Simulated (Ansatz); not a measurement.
## How many bands does the GW gap of V2O5 (Pmmn) need?

How do accuracy and time trade against each other in G0W0 on V2O5 (Pmmn)?

Program: Ansatz 0.2.0. Level of theory: G0W0 on LDA, plane waves, PAW. Results are calculated unless marked as measured.

### 1. Set-up

Symmetry: Pmmn, No. 59, orthorhombic system. Conventional cell: a = 3.564 Å, b = 11.512 Å, c = 4.368 Å, α = 90.00°, β = 90.00°, γ = 90.00°. V has 5 O at 1.58 to 2.02 Å nearest. Nearest to O lie 1 V at 1.58 Å. O has 3 V at 1.88 to 2.02 Å nearest. O has 2 V at 1.78 Å nearest. Farther neighbours and most contacts between anions are not listed.

The cell and positions come from the Crystallography Open Database and are kept as given unless a step says otherwise. The default PAW set here is soft_2. Its files were made with PBE.

### 2. 161 empty bands, screening to 54 eV

G0W0 replaces the xc potential by the self-energy, built once from these orbitals. Only a window of levels is corrected, while the sums run over the empty bands that the input names.

The input, input.yaml:

```yaml
crystal:
  lattice:
    - [3.564, 0.0, 0.0]
    - [0.0, 11.512, 0.0]
    - [0.0, 0.0, 4.368]
  atoms:
    - { symbol: V, position: [0.0, 0.85118, 0.1083] }
    - { symbol: V, position: [0.0, 0.14882, 0.1083] }
    - { symbol: V, position: [0.5, 0.35118, 0.8917] }
    - { symbol: V, position: [0.5, 0.64882, 0.8917] }
    - { symbol: O, position: [0.0, 0.8543, 0.469] }
    - { symbol: O, position: [0.0, 0.1457, 0.469] }
    - { symbol: O, position: [0.5, 0.3543, 0.531] }
    - { symbol: O, position: [0.5, 0.6457, 0.531] }
    - { symbol: O, position: [0.0, 0.6811, 0.997] }
    - { symbol: O, position: [0.0, 0.3189, 0.997] }
    - { symbol: O, position: [0.5, 0.1811, 0.003] }
    - { symbol: O, position: [0.5, 0.8189, 0.003] }
    - { symbol: O, position: [0.0, 0.0, 0.999] }
    - { symbol: O, position: [0.5, 0.5, 0.001] }
kpoints:
  mp_grid: { grid: [4, 2, 4] }
hamiltonian:
  xc: lda
scf:
  occupations: { method: fixed }
gw:
  n_empty_bands: 161
  ecut_chi: 54
  qp_bands: [v4, c4]
  qp_kpoints: band_edges
  screening: { model: contour_deformation }
```

Started as:

```
$ ansatz run input.yaml --threads 3 --pin off --max-ram 92160MiB --backend cuda --events-out ev --progress --plain --runs-dir out --devices 1 --max-vram 13GiB  # rebuilt from the run's record
```

Numbers of over 12 decimals in the logs are rounded to 6 here.

Log:

```text
GPUs: using 1 of 1 available (devices: 1).
Engine: ansatz 0.2.0, x86_64-unknown-linux-gnu
Pseudopotentials: kind: paw
Pseudopotential: V, paw, valence charge 13, recommended cutoff 420 eV (normal), V.paw.azcp
Pseudopotential: O, paw, valence charge 6, recommended cutoff 420 eV (normal), O.paw.azcp
Functional definition: SPW92
  exchange = slater_x
  correlation = pw_c
device memory: the entry about to start is reckoned to put 3.3 GiB on a device that reports 30.1 GiB free (of which the cap on the GPU budget leaves the run 13.0 GiB)
GPU FFT provider: cuFFT
GPU libraries: cuBLAS 13.8.2, cuFFT 12.4.0, cuSOLVER 12.3.4
Crystal: 14 atoms, lattice volume = 179.214 Å³
Basis set: ecut = 420 eV, 3495 PW (Γ)
Bands: 70, of which v1, the nominal top of the filled ones, is band 56 counted from 1 (55 counted from 0)
Symmetry: 8 space group operations
Space group: Pmmn (ITA 59), of the structure as read, at distance tolerance 5.6e-5 Å
k-points: 18 of 32
Non-local potential: V, projectors of the file, l = 0: 3, l = 1: 2, l = 2: 3, l = 3: 1
Non-local potential: O, projectors of the file, l = 0: 2, l = 1: 2, l = 2: 1
PAW form: soft (Blöchl's): semilocal exchange-correlation on the pseudo side does not see the compensation charge
PAW frozen core: V, regenerated for the run's functional, and the local potential with it (the file was generated under x = pbe(κ = 0.804, μ = 0.219515), c = pbe(β = 0.066725))
PAW frozen core: O, regenerated for the run's functional, and the local potential with it (the file was generated under x = pbe(κ = 0.804, μ = 0.219515), c = pbe(β = 0.066725))
PAW one-centre angular grid: V, 590 points (default); XC on 64 Gauss nodes
PAW one-centre angular grid: O, 110 points (default); XC on 64 Gauss nodes
Initial density: superposition of atomic densities (neutral atoms: chi_scale 0, normalization atom), corrected by the library's trained network
Initial wavefunctions: pseudopotential atomic-orbital guess
GPU buffer pool allocated for 57600 grid points (all kernels)
GPU transforms: local potential and band sums: pruned to the plane-wave sphere, on 24×80×30
Functional: x = slater, c = lda
SCF iter   1: F=—  HF=-17000.978552 eV  |F-HF|=—  |Δ(HF+E_count)|=         —  Δρ=1.84e-2  dr2=5.38e-1  ethr=1.77e-3  ⟨swp⟩=3.7  Hψ=3999  notcnv=0  defer=178
preconditioner: auto → Resta (q_TF=auto, 2.523 Å⁻¹)  ε∞=7.9  [insulator: Δε(μ)=1.598 eV  Ē_g=9.452 eV  n_scr=48 (ndim 8)  ℏωp=24.8 eV  f_vac=0.166  ε∞_Penn≈7.9]
SCF iter   2: F=—  HF=-17000.917581 eV  |F-HF|=—  |Δ(HF+E_count)|=   6.10e-2  Δρ=1.54e-2  dr2=4.22e-1  ethr=4.81e-4  ⟨swp⟩=2.2  Hψ=2104  notcnv=0  defer=216
SCF iter   3: F=—  HF=-17000.868257 eV  |F-HF|=—  |Δ(HF+E_count)|=   4.93e-2  Δρ=5.34e-3  dr2=4.41e-2  ethr=3.77e-4  ⟨swp⟩=2.0  Hψ=1692  notcnv=0  defer=216
SCF iter   4: F=—  HF=-17000.860076 eV  |F-HF|=—  |Δ(HF+E_count)|=   8.18e-3  Δρ=2.20e-3  dr2=1.14e-2  ethr=3.93e-5  ⟨swp⟩=2.0  Hψ=1764  notcnv=0  defer=216
SCF iter   5: F=—  HF=-17000.858144 eV  |F-HF|=—  |Δ(HF+E_count)|=   1.93e-3  Δρ=8.76e-4  dr2=1.28e-3  ethr=1.02e-5  ⟨swp⟩=2.1  Hψ=1513  notcnv=0  defer=216
SCF iter   6: F=—  HF=-17000.857973 eV  |F-HF|=—  |Δ(HF+E_count)|=   1.71e-4  Δρ=3.34e-4  dr2=2.32e-4  ethr=1.14e-6  ⟨swp⟩=2.0  Hψ=1662  notcnv=0  defer=216
SCF iter   7: F=—  HF=-17000.857975 eV  |F-HF|=—  |Δ(HF+E_count)|=   1.80e-6  Δρ=1.90e-4  dr2=7.11e-5  ethr=2.07e-7  ⟨swp⟩=2.0  Hψ=1770  notcnv=0  defer=144
SCF iter   8: F=—  HF=-17000.857980 eV  |F-HF|=—  |Δ(HF+E_count)|=   5.69e-6  Δρ=4.72e-5  dr2=6.04e-6  ethr=6.35e-8  ⟨swp⟩=2.0  Hψ=1781  notcnv=0  defer=144
SCF iter   9: F=—  HF=-17000.857984 eV  |F-HF|=—  |Δ(HF+E_count)|=   3.79e-6  Δρ=2.38e-5  dr2=1.56e-6  ethr=5.40e-9  ⟨swp⟩=2.0  Hψ=1270  notcnv=0  defer=144
SCF iter  10: F=—  HF=-17000.857985 eV  |F-HF|=—  |Δ(HF+E_count)|=   6.12e-7  Δρ=7.80e-6  dr2=1.45e-7  ethr=1.39e-9  ⟨swp⟩=2.0  Hψ=1558  notcnv=0  defer=144
SCF iter  11: F=-17000.857985 eV  HF=-17000.857985 eV  |F-HF|=5.92e-8  |Δ(HF+E_count)|=   2.24e-8  Δρ=6.10e-6  dr2=7.55e-8  ethr=8.93e-11  ⟨swp⟩=8.9  Hψ=3874  notcnv=0
SCF 1 converged in 11 iterations: F = -17000.857985 eV  dr2 = 7.55e-8
  greatest PAW one-centre occupation: 1.000 electrons in one spin orbital (limit 2), on the V atom at site 3 (counted from 0), in its partial waves of l = 0
device memory: the entry about to start is reckoned to put 4.1 GiB (of the 4.2 GiB reckoned in all, the device holds 0.1 GiB already) on a device that reports 30.0 GiB free (of which the cap on the GPU budget leaves the run 12.9 GiB)
NSCF: frozen V_eff on 18 k-points
the band table was solved once the SCF had ended and its energy, with any forces and stress, was formed, with the checks that follow a solve (4728 applications of the Hamiltonian). They found nothing against the state; the energy, forces and stress were not computed again (output.eigenvalues in the input reference)
device memory: the entry about to start is reckoned to put 4.3 GiB on a device that reports 30.1 GiB free (of which the cap on the GPU budget leaves the run 13.0 GiB)
NSCF: frozen V_eff on 18 k-points
G₀W₀ screening: q 1/18
[... further progress lines ...]
SCF converged after 11 iterations
Free energy (F): -17000.857985 eV
Harris-Foulkes:  -17000.857985 eV  (|F-HF|=5.92e-8)
Internal energy: -17000.857985 eV  (E = F + TS)
[...]
`?` marks the rows in doubt; gw_qp.tsv's column doubts and the gw_qp event give each row's grounds
    ik  band        ε_KS         Σx   Σc(E_QP)       V_xc       Z   E_QP_lin       E_QP  E_QP is
     0    53      2.9115   -25.2595     5.1816   -20.1158  0.6865     2.9494     2.9495  root
     0    54      3.0810   -25.0866     4.8628   -20.2452  0.6860     3.1024     3.1025  root
     0    55      3.1659   -25.7219     5.2107   -20.5582  0.6883     3.2129     3.2130  root
     0    56      3.2278   -25.5438     4.6026   -21.0556  0.7018     3.3418     3.3422  root
     0    57      5.5876   -15.7530    -6.4468   -24.2846  0.7102     7.8215     7.6724  root ?
     0    58      5.7438   -16.0528    -6.0216   -24.0273  0.7115     7.8987     7.6966  root ?
     0    59      7.0696   -16.5731    -6.4437   -24.9082  0.6752     9.1695     8.9610  root ?
     0    60      7.1661   -16.8584    -6.1545   -24.9138  0.6773     9.2766     9.0670  root ?
     1    53      3.0060   -25.6156     5.1276   -20.5274  0.6891     3.0453     3.0454  root
     1    54      3.2366   -25.6136     4.9587   -20.7027  0.6895     3.2843     3.2844  root
     1    55      3.3600   -25.6810     4.7247   -21.0597  0.7006     3.4632     3.4635  root
     1    56      3.4558   -25.6765     4.7916   -20.9307  0.6939     3.5016     3.5017  root
     1    57      5.6503   -15.8427    -6.4409   -24.3542  0.7088     7.8732     7.7209  root ?
     1    58      5.8184   -16.1913    -5.9854   -24.1186  0.7096     7.9561     7.7603  root ?
     1    59      7.1071   -16.6010    -6.5049   -24.9957  0.6730     9.2071     8.9969  root ?
     1    60      7.1997   -16.8616    -6.2471   -25.0036  0.6744     9.3050     9.0945  root ?
     2    53      3.1454   -25.5570     5.0821   -20.5060  0.6894     3.1765     3.1766  root
     2    54      3.4449   -25.7312     4.7105   -21.1377  0.7022     3.5616     3.5619  root
     2    55      3.5998   -25.9149     4.7440   -21.2635  0.6951     3.6921     3.6924  root
     2    56      3.7289   -26.0187     4.7318   -21.3383  0.6990     3.7803     3.7804  root
     2    57      5.7183   -15.9400    -6.4418   -24.4517  0.7070     7.9315     7.7882  root ?
     2    58      5.8868   -16.3253    -5.9162   -24.1761  0.7082     8.0042     7.8214  root ?
     2    59      7.1551   -16.6061    -6.6567   -25.1466  0.6687     9.2512     9.0389  root ?
     2    60      7.2188   -16.8822    -6.2274   -25.0001  0.6739     9.3188     9.1093  root ?
     3    53      3.0753   -25.5159     4.8228   -20.7976  0.6981     3.1794     3.1797  root
     3    54      3.0753   -25.5159     4.8228   -20.7976  0.6981     3.1794     3.1797  root
     3    55      3.1692   -25.4721     4.9926   -20.5131  0.6885     3.2027     3.2028  root
     3    56      3.1692   -25.4721     4.9926   -20.5131  0.6885     3.2027     3.2028  root
     3    57      5.6624   -15.8921    -6.2240   -24.1586  0.7108     7.8573     7.7050  root ?
     3    58      5.6624   -15.8921    -6.2240   -24.1586  0.7108     7.8573     7.7050  root ?
     3    59      7.1216   -16.7292    -6.2816   -24.9067  0.6763     9.2257     9.0176  root ?
     3    60      7.1216   -16.7292    -6.2816   -24.9067  0.6763     9.2257     9.0176  root ?
     4    53      3.1557   -25.7379     4.9873   -20.8341  0.6938     3.2391     3.2393  root
     4    54      3.1557   -25.7379     4.9873   -20.8341  0.6938     3.2391     3.2393  root
     4    55      3.4139   -25.6456     4.7990   -20.8945  0.6948     3.4618     3.4619  root
     4    56      3.4139   -25.6456     4.7990   -20.8945  0.6948     3.4618     3.4619  root
     4    57      5.7312   -16.0072    -6.2671   -24.2394  0.7091     7.9120     7.6963  root ?
     4    58      5.7312   -16.0072    -6.2671   -24.2394  0.7091     7.9120     7.6963  root ?
     4    59      7.1571   -16.7459    -6.3567   -24.9943  0.6737     9.2583     9.0488  root ?
     4    60      7.1571   -16.7459    -6.3567   -24.9943  0.6737     9.2583     9.0488  root ?
     5    53      3.2892   -25.7514     4.7553   -21.0872  0.6992     3.3800     3.3803  root
     5    54      3.2892   -25.7514     4.7553   -21.0872  0.6992     3.3800     3.3803  root
     5    55      3.6645   -25.9562     4.7398   -21.2882  0.6971     3.7363     3.7365  root
     5    56      3.6645   -25.9562     4.7398   -21.2882  0.6971     3.7363     3.7365  root
     5    57      5.7999   -16.1242    -6.2373   -24.3206  0.7075     7.9662     7.7590  root ?
     5    58      5.7999   -16.1242    -6.2373   -24.3206  0.7075     7.9662     7.7590  root ?
     5    59      7.1900   -16.7590    -6.4195   -25.0650  0.6715     9.2868     9.0765  root ?
     5    60      7.1900   -16.7590    -6.4195   -25.0650  0.6715     9.2868     9.0765  root ?
[...]
16    53      3.5298   -25.6607     4.8543   -20.8437  0.6970     3.5672     3.5672  root
    16    54      3.5298   -25.6607     4.8543   -20.8437  0.6970     3.5672     3.5672  root
    16    55      3.5326   -25.2271     4.6840   -20.6416  0.6993     3.6309     3.6312  root
    16    56      3.5326   -25.2271     4.6840   -20.6416  0.6993     3.6309     3.6312  root
    16    57      6.2131   -16.5818    -6.3489   -24.8963  0.6986     8.4018     8.1787  root ?
    16    58      6.2131   -16.5818    -6.3489   -24.8963  0.6986     8.4018     8.1787  root ?
    16    59      6.8521   -16.4639    -6.4928   -24.9190  0.6906     9.0581     8.8144  root ?
    16    60      6.8521   -16.4639    -6.4928   -24.9190  0.6906     9.0581     8.8144  root ?
    17    53      3.7964   -25.6978     4.7402   -21.0652  0.7021     3.9037     3.9040  root
    17    54      3.7964   -25.6978     4.7402   -21.0652  0.7021     3.9037     3.9040  root
    17    55      3.8457   -26.0571     4.8401   -21.2812  0.7014     3.9098     3.9100  root
    17    56      3.8457   -26.0571     4.8401   -21.2812  0.7014     3.9098     3.9100  root
    17    57      6.2197   -16.6365    -6.2644   -24.8612  0.6987     8.3979     8.1800  root ?
    17    58      6.2197   -16.6365    -6.2644   -24.8612  0.6987     8.3979     8.1800  root ?
    17    59      6.8969   -16.5280    -6.5114   -25.0003  0.6880     9.1025     8.8578  root ?
    17    60      6.8969   -16.5280    -6.5114   -25.0003  0.6880     9.1025     8.8578  root ?
[key lines of the parts left out:]
Fermi energy:    3.856133 eV
```

Run time: 27 s. Hardware: 1 × NVIDIA H100 80GB HBM3 (shared by 6 runs) with 3 threads of AMD EPYC 7R13 (Zen 3), shared host; peak memory 1.4 GiB.

The column dr2 measures how far the density is from self-consistency, as an energy; F and HF (Harris–Foulkes) agree once it is small.

Numbers from this step:

* bands summed: 217
* RPA ε∞ on this mesh (eigenvalues): 3.792, 6.039, 6.601
* plane waves in the screening matrix: 165
* q-points in the mesh: 32
* G0W0 gap on the mesh: 3.747 eV
* k of the valence top: -0.5, 0, -0.5
* k of the conduction bottom: 0, 0, 0
* starting gap on the mesh: 1.731 eV
* Z at the valence top: 0.7012
* Z at the conduction bottom: 0.7102
* least direct G0W0 gap on the computed points: 4.008 eV

The gap on the mesh goes from 1.73 eV to 3.75 eV, a correction of +2.02 eV. The program marks an edge row as in doubt. Between the two edge states, bare exchange in place of the xc potential would open the gap by 13.30 eV, and correlation takes back 11.28 eV.

### 3. 456 empty bands, screening to 108 eV

Another rung: the empty bands reach about as high as the screening cutoff, so the two stay in balance.

input.yaml, as its differences from that of step 2:

```diff
@@ -27,4 +27,4 @@
 gw:
-  n_empty_bands: 161
-  ecut_chi: 54
+  n_empty_bands: 456
+  ecut_chi: 108
   qp_bands: [v4, c4]
```

Log:

```text
GPUs: using 1 of 1 available (devices: 1).
[...]
GPU FFT provider: cuFFT
GPU libraries: cuBLAS 13.8.2, cuFFT 12.4.0, cuSOLVER 12.3.4
Crystal: 14 atoms, lattice volume = 179.214 Å³
Basis set: ecut = 420 eV, 3495 PW (Γ)
Bands: 70, of which v1, the nominal top of the filled ones, is band 56 counted from 1 (55 counted from 0)
Symmetry: 8 space group operations
[...]
k-points: 18 of 32
[...]
GPU buffer pool allocated for 57600 grid points (all kernels)
[...]
SCF iter   1: F=—  HF=-17000.978552 eV  |F-HF|=—  |Δ(HF+E_count)|=         —  Δρ=1.84e-2  dr2=5.38e-1  ethr=1.77e-3  ⟨swp⟩=3.7  Hψ=3999  notcnv=0  defer=178
[...]
SCF iter  11: F=-17000.857985 eV  HF=-17000.857985 eV  |F-HF|=5.92e-8  |Δ(HF+E_count)|=   2.24e-8  Δρ=6.10e-6  dr2=7.55e-8  ethr=8.93e-11  ⟨swp⟩=8.9  Hψ=3874  notcnv=0
SCF 1 converged in 11 iterations: F = -17000.857985 eV  dr2 = 7.55e-8
[...]
NSCF: frozen V_eff on 18 k-points
[...]
G₀W₀ screening: q 1/18
[... further progress lines ...]
SCF converged after 11 iterations
Free energy (F): -17000.857985 eV
[...]
Internal energy: -17000.857985 eV  (E = F + TS)
E sigma→0 (E₀):  -17000.857985 eV
Fermi energy:    3.856133 eV
[...]
--- Band table (eV; the first three rows and the last of 18) ---
  k-point 0: bands = [... 52 lower, 2.9115, 3.0810, 3.1659, 3.2278, 5.5876, 5.7438, 7.0696, 7.1661, ... 10 higher]
  k-point 1: bands = [... 52 lower, 3.0060, 3.2366, 3.3600, 3.4558, 5.6503, 5.8184, 7.1071, 7.1997, ... 10 higher]
[...]
0    57      5.5876   -15.7530    -6.8921   -24.2846  0.7023     7.3238     7.2271  root
     0    58      5.7438   -16.0528    -6.3827   -24.0273  0.7038     7.4290     7.3356  root
     0    59      7.0696   -16.5731    -6.8267   -24.9082  0.6664     8.6932     8.5781  root ?
     0    60      7.1661   -16.8584    -6.5207   -24.9138  0.6691     8.8167     8.7008  root ?
     1    53      3.0060   -25.6156     4.9304   -20.5274  0.6816     2.8474     2.8482  root
     1    54      3.2366   -25.6136     4.7480   -20.7027  0.6828     3.0729     3.0737  root
[...]
1    59      7.1071   -16.6010    -6.8897   -24.9957  0.6643     8.7293     8.6121  root ?
     1    60      7.1997   -16.8616    -6.6178   -25.0036  0.6662     8.8418     8.7237  root ?
[...]
2    57      5.7183   -15.9400    -6.8952   -24.4517  0.6989     7.4350     7.3347  root ?
[...]
2    59      7.1551   -16.6061    -7.0467   -25.1466  0.6600     8.7687     8.6490  root ?
     2    60      7.2188   -16.8822    -6.5980   -25.0001  0.6657     8.8569     8.7387  root ?
[...]
3    59      7.1216   -16.7292    -6.6558   -24.9067  0.6678     8.7585     8.6434  root ?
[...]
17    53      3.7964   -25.6978     4.5143   -21.0652  0.6933     3.6778     3.6781  root
    17    54      3.7964   -25.6978     4.5143   -21.0652  0.6933     3.6778     3.6781  root
    17    55      3.8457   -26.0571     4.6134   -21.2812  0.6941     3.6825     3.6832  root
    17    56      3.8457   -26.0571     4.6134   -21.2812  0.6941     3.6825     3.6832  root
    17    57      6.2197   -16.6365    -6.6476   -24.8612  0.6901     7.9020     7.7968  root ?
    17    58      6.2197   -16.6365    -6.6476   -24.8612  0.6901     7.9020     7.7968  root ?
    17    59      6.8969   -16.5280    -6.8741   -25.0003  0.6792     8.6172     8.4951  root ?
    17    60      6.8969   -16.5280    -6.8741   -25.0003  0.6792     8.6172     8.4951  root ?
```

Run time: 53 s. Hardware: 1 × NVIDIA H100 80GB HBM3 (shared by 6 runs) with 3 threads; peak memory 2.3 GiB; 99 s of CPU time.

This step gave:

* bands summed: 512
* RPA ε∞ on this mesh (eigenvalues): 3.751, 6.015, 6.546
* plane waves in the screening matrix: 447
* q-points in the mesh: 32
* G0W0 gap on the mesh: 3.526 eV
* k of the valence top: -0.5, 0, -0.5
* k of the conduction bottom: 0, 0, 0
* starting gap on the mesh: 1.731 eV
* Z at the valence top: 0.6935
* Z at the conduction bottom: 0.7023
* least direct G0W0 gap on the computed points: 3.785 eV

Against the run with 4×2×4 mesh, 161 empty bands, screening to 54 eV, the gap moves by −0.22 eV.

### 4. 982 empty bands, screening to 180 eV

input.yaml, as its differences from that of step 3:

```diff
@@ -27,4 +27,4 @@
 gw:
-  n_empty_bands: 456
-  ecut_chi: 108
+  n_empty_bands: 982
+  ecut_chi: 180.0
   qp_bands: [v4, c4]
```

Log:

```text
GPUs: using 1 of 1 available (devices: 1).
[...]
GPU FFT provider: cuFFT
GPU libraries: cuBLAS 13.8.2, cuFFT 12.4.0, cuSOLVER 12.3.4
Crystal: 14 atoms, lattice volume = 179.214 Å³
Basis set: ecut = 420 eV, 3495 PW (Γ)
Bands: 70, of which v1, the nominal top of the filled ones, is band 56 counted from 1 (55 counted from 0)
Symmetry: 8 space group operations
[...]
k-points: 18 of 32
[...]
0    60      7.1661   -16.8584    -6.7316   -24.9138  0.6629     8.5680     8.4899  root
[...]
17    57      6.2197   -16.6365    -6.8544   -24.8612  0.6845     7.6677     7.5900  root
    17    58      6.2197   -16.6365    -6.8544   -24.8612  0.6845     7.6677     7.5900  root
    17    59      6.8969   -16.5280    -7.0775   -25.0003  0.6734     8.3779     8.2917  root
    17    60      6.8969   -16.5280    -7.0775   -25.0003  0.6734     8.3779     8.2917  root
[key lines of the parts left out:]
SCF converged after 11 iterations
Free energy (F): -17000.857985 eV
Fermi energy:    3.856133 eV
```

Wall time 3.3 min (1 × NVIDIA H100 80GB HBM3 (shared by 6 runs) with 3 threads); peak memory 4.9 GiB; 5.9 min of CPU time.

This step gave:

| Property | Result |
| --- | --- |
| bands summed | 1038 |
| RPA ε∞ on this mesh (eigenvalues) | 3.734, 5.937, 6.457 |
| plane waves in the screening matrix | 979 |
| G0W0 gap on the mesh | 3.571 eV |
| k of the valence top | -0.5, 0, -0.5 |
| k of the conduction bottom | 0, 0, 0 |
| starting gap on the mesh | 1.731 eV |
| least direct G0W0 gap on the computed points | 3.824 eV |

Against the run with 4×2×4 mesh, 456 empty bands, screening to 108 eV, the gap moves by +0.05 eV.

(Part 1 of 2 ends here.)

[Paths, hosts, dates, memory and timing lines, banners, echoed tables and standing remarks are left out of the program output.]

[Logs are printed without paths, hosts, clocks, repeated set-up lines and the standing remarks that a program may print on its own settings, such as how far it seeks lower states.]

[Runs of the session that timed out or met a known fault of the program may be left out.]

[Cells called generated may have been cut or substituted from an entry of the Crystallography Open Database or the Materials Project.]

[Hosts, paths, dates, database ids (printed as entryN), source tags and the programs' standing remarks are cut or masked in the printed files.]
